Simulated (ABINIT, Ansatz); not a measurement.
# MgO2 (R-3m): bands and cutoff in G0W0 with ABINIT, part 2 of 2

Wanted: a converged G0W0 gap of MgO2 (R-3m), or an estimate of the limit.

ABINIT 10.8.3; LDA and many-body steps on it, plane waves. Known limits of the many-body steps: not at the basis limit; coarse k mesh.

So far. Step 3 (Screening, 4×4×4 mesh, 22 bands, screening to 76.2 eV): Local fields lower ε∞ by 6 %. On a Γ-centred mesh this coarse the value itself is usually too large, while a short band sum pulls it down. Step 4 (22 bands, 76.2 eV): The gap on the mesh goes from 2.14 eV to 5.11 eV, a correction of +2.98 eV.

## 6. 48 bands, 141.5 eV

This step: G0W0 on LDA, plane waves, norm-conserving pseudopotentials.

Input file run.abi:

```
acell 3*1.0 Angstrom
rprim 
  1.604761016024 0.926509204586 3.493978874900
  -1.604761016024 0.926509204586 3.493978874900
  0.000000000000 -1.853018409173 3.493978874900
ntypat 2
znucl 12 8
natom 3
typat 1 2 2
xred 
  0.000000000000 0.000000000000 0.000000000000
  0.428786000000 0.428786000000 0.428786000000
  0.571214000000 0.571214000000 0.571214000000
pp_dirpath "pseudos"
pseudos "Mg.upf, O.upf"
ecut 38
ngkpt 4 4 4
nshiftk 1
shiftk 0 0 0
kptopt 1
chksymbreak 0
istwfk *1
occopt 1
irdwfk 1
optdriver 4
nband 48
gwcalctyp 0
ecutsigx 38
symsigma 1
nkptgw 2
kptgw 
  0.5000000000 0.5000000000 0.5000000000
  0.0000000000 0.0000000000 0.0000000000
bdgw 
  10 13
  10 13
ecuteps 5.2
irdscr 1
ppmodel 1
indata_prefix "in"
outdata_prefix "out"
tmpdata_prefix "tmp"
```

The run is started by

```console
$ OMP_NUM_THREADS=1 mpirun -n 4 abinit run.abi > log
```

What it wrote:

```text
.Version 10.8.3 of ABINIT. v10.8.2 released Aug 2026.

 Symmetries : space group R-3 m (#166); Bravais hR (rhombohedral)
[... echo of the input left out ...]
== DATASET  1 ==================================================================
-   mpi_nproc: 4, omp_nthreads: 1 (-1 if OMP is not activated)

--- !DatasetInfo
iteration_state: {dtset: 1, }
dimensions: {natom: 3, nkpt: 13, mband: 48, nsppol: 1, nspinor: 1, nspden: 1, mpw: 2370, }
cutoff_energies: {ecut:  38.0, pawecutdg:  -1.0, }
electrons: {nelect:   2.20000000E+01, charge:   0.00000000E+00, occopt:   1.00000000E+00, tsmear:   1.00000000E-02, }

 SIGMA: Calculation of the GW corrections

 Based on a program developped by R.W. Godby, V. Olevano, G. Onida, and L. Reining.
 Incorporated in ABINIT by V. Olevano, G.-M. Rignanese, and M. Torrent.
.Using double precision arithmetic ; gwpc =  8

[... cell and pseudopotentials left out ...]
--------------------------------------------------------------------------------

 ==== K-mesh for the wavefunctions ====
 Number of points in the irreducible wedge :    13
[... list of points left out ...]
 Together with 12 symmetry operations and time-reversal symmetry
 yields    64 points in the full Brillouin Zone.

 ==== Q-mesh for screening function ====
 Number of points in the irreducible wedge :    13
[... list of points left out ...]
 Together with 12 symmetry operations and time-reversal symmetry
 yields    64 points in the full Brillouin Zone.

 vcoul_init : cutoff-mode = AUXILIARY_FUNCTION
 q-points for optical limit:   1
     1)      0.000010    0.000020    0.000030
 setmesh: FFT mesh size selected  =    45x   45x   45
          total number of points  =        91125

 Number of electrons calculated from density =   22.0000; Expected =   22.0000
[...]
number of omega for Sigma on real axis              0
 max omega for Sigma on real axis  [eV]           0.00
 zcut for avoiding poles [eV]                     0.10

 EPSILON^-1 parameters (SCR file):
 dimension of the eps^-1 matrix on file            109
 dimension of the eps^-1 matrix used               109
 number of plane-waves for wavefunctions          2365
 number of bands                                    48
 number of q-points in IBZ                          13
 number of frequencies                               2
 number of real frequencies                          1
 number of imag frequencies                          1

 matrix elements of self-energy operator (all in [eV])

 Perturbative Calculation

--- !SelfEnergy_ee
iteration_state: {dtset: 1, }
kpoint     : [   0.500,    0.500,    0.500, ]
spin       : 1
KS_gap     :    2.137
QP_gap     :    5.011
Delta_QP_KS:    2.874
data: !SigmaeeData |
     Band     E0 <VxcDFT>   SigX SigC(E0)      Z dSigC/dE  Sig(E)    E-E0       E
       10   3.180 -20.478 -26.426   4.866   0.793  -0.260 -21.336  -0.858   2.321
       11   3.180 -20.478 -26.426   4.866   0.793  -0.260 -21.336  -0.858   2.321
       12   5.317 -18.094 -12.146  -3.458   0.810  -0.235 -16.078   2.016   7.333
[...]
--- !SelfEnergy_ee
iteration_state: {dtset: 1, }
kpoint     : [   0.000,    0.000,    0.000, ]
spin       : 1
KS_gap     :    5.188
QP_gap     :    7.575
Delta_QP_KS:    2.387
data: !SigmaeeData |
     Band     E0 <VxcDFT>   SigX SigC(E0)      Z dSigC/dE  Sig(E)    E-E0       E
[...]
12   7.566 -11.433  -6.289  -3.503   0.854  -0.171 -10.032   1.401   8.967
       13   7.794 -20.079 -12.512  -4.308   0.781  -0.280 -17.533   2.546  10.340

== END DATASET(S) ==============================================================
================================================================================

 -outvars: echo values of variables after computation  --------
           etotal      0.0000000000E+00
            nband          48
             nkpt          13
          spgroup         166
 [... the other variables as echoed above ...]

 Calculation completed.
```

Elapsed: 3.7 s, on 4 MPI ranks of Arm Neoverse V1, shared host; peak memory 0.68 GiB.

This step gave:

- G0W0 gap on the points computed: 5.012 eV
- starting gap on the mesh: 2.137 eV
- k of the valence top: 0.5, 0.5, 0.5
- k of the conduction bottom: 0.5, 0.5, 0.5
- Z at the valence top: 0.793
- Z at the conduction bottom: 0.81
- least direct G0W0 gap on the computed points: 5.012 eV

Against G0W0 in ABINIT (4×4×4 mesh, 22 bands, screening to 76.2 eV, Godby-Needs plasmon pole), the gap moves by −0.100 eV.

## 7. Screening, 4×4×4 mesh, 104 bands, screening to 217.7 eV

This step: RPA screening on LDA, plane waves, norm-conserving pseudopotentials.

Changes to run.abi since step 6:

```diff
@@ -24,17 +24,8 @@
 irdwfk 1
-optdriver 4
-nband 48
-gwcalctyp 0
-ecutsigx 38
-symsigma 1
-nkptgw 2
-kptgw 
-  0.5000000000 0.5000000000 0.5000000000
-  0.0000000000 0.0000000000 0.0000000000
-bdgw 
-  10 13
-  10 13
-ecuteps 5.2
-irdscr 1
-ppmodel 1
+optdriver 3
+nband 104
+ecuteps 8
+inclvkb 2
+awtr 1
+symchi 1
 indata_prefix "in"
```

What it wrote:

```text
.Version 10.8.3 of ABINIT. v10.8.2 released Aug 2026.

 Symmetries : space group R-3 m (#166); Bravais hR (rhombohedral)
[... echo of the input left out ...]
== DATASET  1 ==================================================================
-   mpi_nproc: 4, omp_nthreads: 1 (-1 if OMP is not activated)

--- !DatasetInfo
iteration_state: {dtset: 1, }
dimensions: {natom: 3, nkpt: 13, mband: 104, nsppol: 1, nspinor: 1, nspden: 1, mpw: 2370, }
cutoff_energies: {ecut:  38.0, pawecutdg:  -1.0, }
[...]
--------------------------------------------------------------------------------
[... chi0 elements left out ...]
 For q-point:  0.000010 0.000020 0.000030
  dielectric constant =   3.4957
  dielectric constant without local fields =   3.8958

  Average fulfillment of the sum rule on Im[epsilon] for q-point    1 :     64.64  [%]
[... wings left out ...]
  q-point number  2        q = ( 0.250000, 0.000000, 0.000000) [r.l.u.]
--------------------------------------------------------------------------------
[... chi0 elements left out ...]
  Average fulfillment of the sum rule on Im[epsilon] for q-point    2 :     75.00  [%]

 [... 11 further q-points ...]
```

It took 67 s on 4 MPI ranks; peak memory 1.2 GiB; 4.5 min of CPU time.

This step gave:

```yaml
eps_infinity_with_local_fields_on_this_mesh_along_the_program_s_q_direction: 3.496
the_same_without_local_fields: 3.896
plasma_frequency: 31.20 eV
plane_waves_in_the_screening_matrix: 219
```

## 8. 104 bands, 217.7 eV

This step: G0W0 on LDA, plane waves, norm-conserving pseudopotentials.

Changes to run.abi since step 7:

```diff
@@ -24,8 +24,17 @@
 irdwfk 1
-optdriver 3
+optdriver 4
 nband 104
+gwcalctyp 0
+ecutsigx 38
+symsigma 1
+nkptgw 2
+kptgw 
+  0.5000000000 0.5000000000 0.5000000000
+  0.0000000000 0.0000000000 0.0000000000
+bdgw 
+  10 13
+  10 13
 ecuteps 8
-inclvkb 2
-awtr 1
-symchi 1
+irdscr 1
+ppmodel 1
 indata_prefix "in"
```

What it wrote:

```text
.Version 10.8.3 of ABINIT. v10.8.2 released Aug 2026.

 Symmetries : space group R-3 m (#166); Bravais hR (rhombohedral)
[... echo of the input left out ...]
== DATASET  1 ==================================================================
-   mpi_nproc: 4, omp_nthreads: 1 (-1 if OMP is not activated)

--- !DatasetInfo
iteration_state: {dtset: 1, }
dimensions: {natom: 3, nkpt: 13, mband: 104, nsppol: 1, nspinor: 1, nspden: 1, mpw: 2370, }
cutoff_energies: {ecut:  38.0, pawecutdg:  -1.0, }
[...]
Band     E0 <VxcDFT>   SigX SigC(E0)      Z dSigC/dE  Sig(E)    E-E0       E
[...]
12   7.566 -11.433  -6.289  -3.699   0.853  -0.172 -10.200   1.233   8.798
       13   7.794 -20.079 -12.512  -4.746   0.798  -0.253 -17.828   2.251  10.045

== END DATASET(S) ==============================================================
================================================================================

 -outvars: echo values of variables after computation  --------
           etotal      0.0000000000E+00
            nband         104
             nkpt          13
          spgroup         166
 [... the other variables as echoed above ...]

 Calculation completed.
```

The job ended after 9.4 s (4 MPI ranks; peak memory 1.2 GiB; 37 s of CPU time).

Numbers from this step:

```yaml
g0w0_gap_on_the_points_computed: 5.074 eV
starting_gap_on_the_mesh: 2.137 eV
k_of_the_valence_top: 0.5, 0.5, 0.5
k_of_the_conduction_bottom: 0.5, 0.5, 0.5
least_direct_g0w0_gap_on_the_computed_points: 5.074 eV
```

Against G0W0 in ABINIT (4×4×4 mesh, 48 bands, screening to 141.5 eV, Godby-Needs plasmon pole), the gap moves by +0.062 eV.

## 9. The runs together

Times are wall times on 4 MPI ranks of Arm Neoverse V1, shared host, good to a factor of about two. A run's time includes the screening step that it read.

```
                run   mesh  bands  screening cutoff (eV)  DFT gap (eV)  gap on the mesh (eV)  direct (eV)  ε∞ used   time
  22 bands, 76.2 eV  4×4×4     22                   76.2         2.137                 5.112        5.112     3.52  9.7 s
 48 bands, 141.5 eV  4×4×4     48                  141.5         2.137                 5.012        5.012     3.53   27 s
104 bands, 217.7 eV  4×4×4    104                  217.7         2.137                 5.074        5.074     3.50   77 s
```

## 10. Results

```
22 bands, 76.2 eV   : 5.112 eV
48 bands, 141.5 eV  : 5.012 eV
104 bands, 217.7 eV : 5.074 eV
known limits        : not at the basis limit; coarse k mesh
```

From the first rung to the last the gap moves by −0.04 eV for 7.9 times the time. The gap turns back along the series, so no limit is drawn from it. In the first G0W0 run levels were corrected at 2 k points alone, so a gap called «on the mesh» is the least over those, and an edge elsewhere would be missed. The 4×4×4 mesh is coarse for this cell, which bears on the long-range parts of exchange and screening.

[Paths, hosts, dates, memory and timing lines, banners, echoed tables and standing remarks are left out of the program output.]

[Logs are printed without paths, hosts, clocks, repeated set-up lines and the standing remarks that a program may print on its own settings, such as how far it seeks lower states.]

[Runs of the session that timed out or met a known fault of the program may be left out.]

[No measured gap is set beside runs whose start may be inverted or whose files or cutoffs have a known fault.]

[Hosts, paths, dates, database ids (printed as entryN), source tags and the programs' standing remarks are cut or masked in the printed files.]

[G0W0 gaps are taken among the corrected bands and points alone; a level outside them can change the order at an edge.]

[Where Ansatz stands beside ABINIT at settings called matched, ABINIT's density can come from a denser mesh and the files from another edition; pairs whose starting gaps differed by over 0.03 eV were left out, so agreement reads better than it is.]
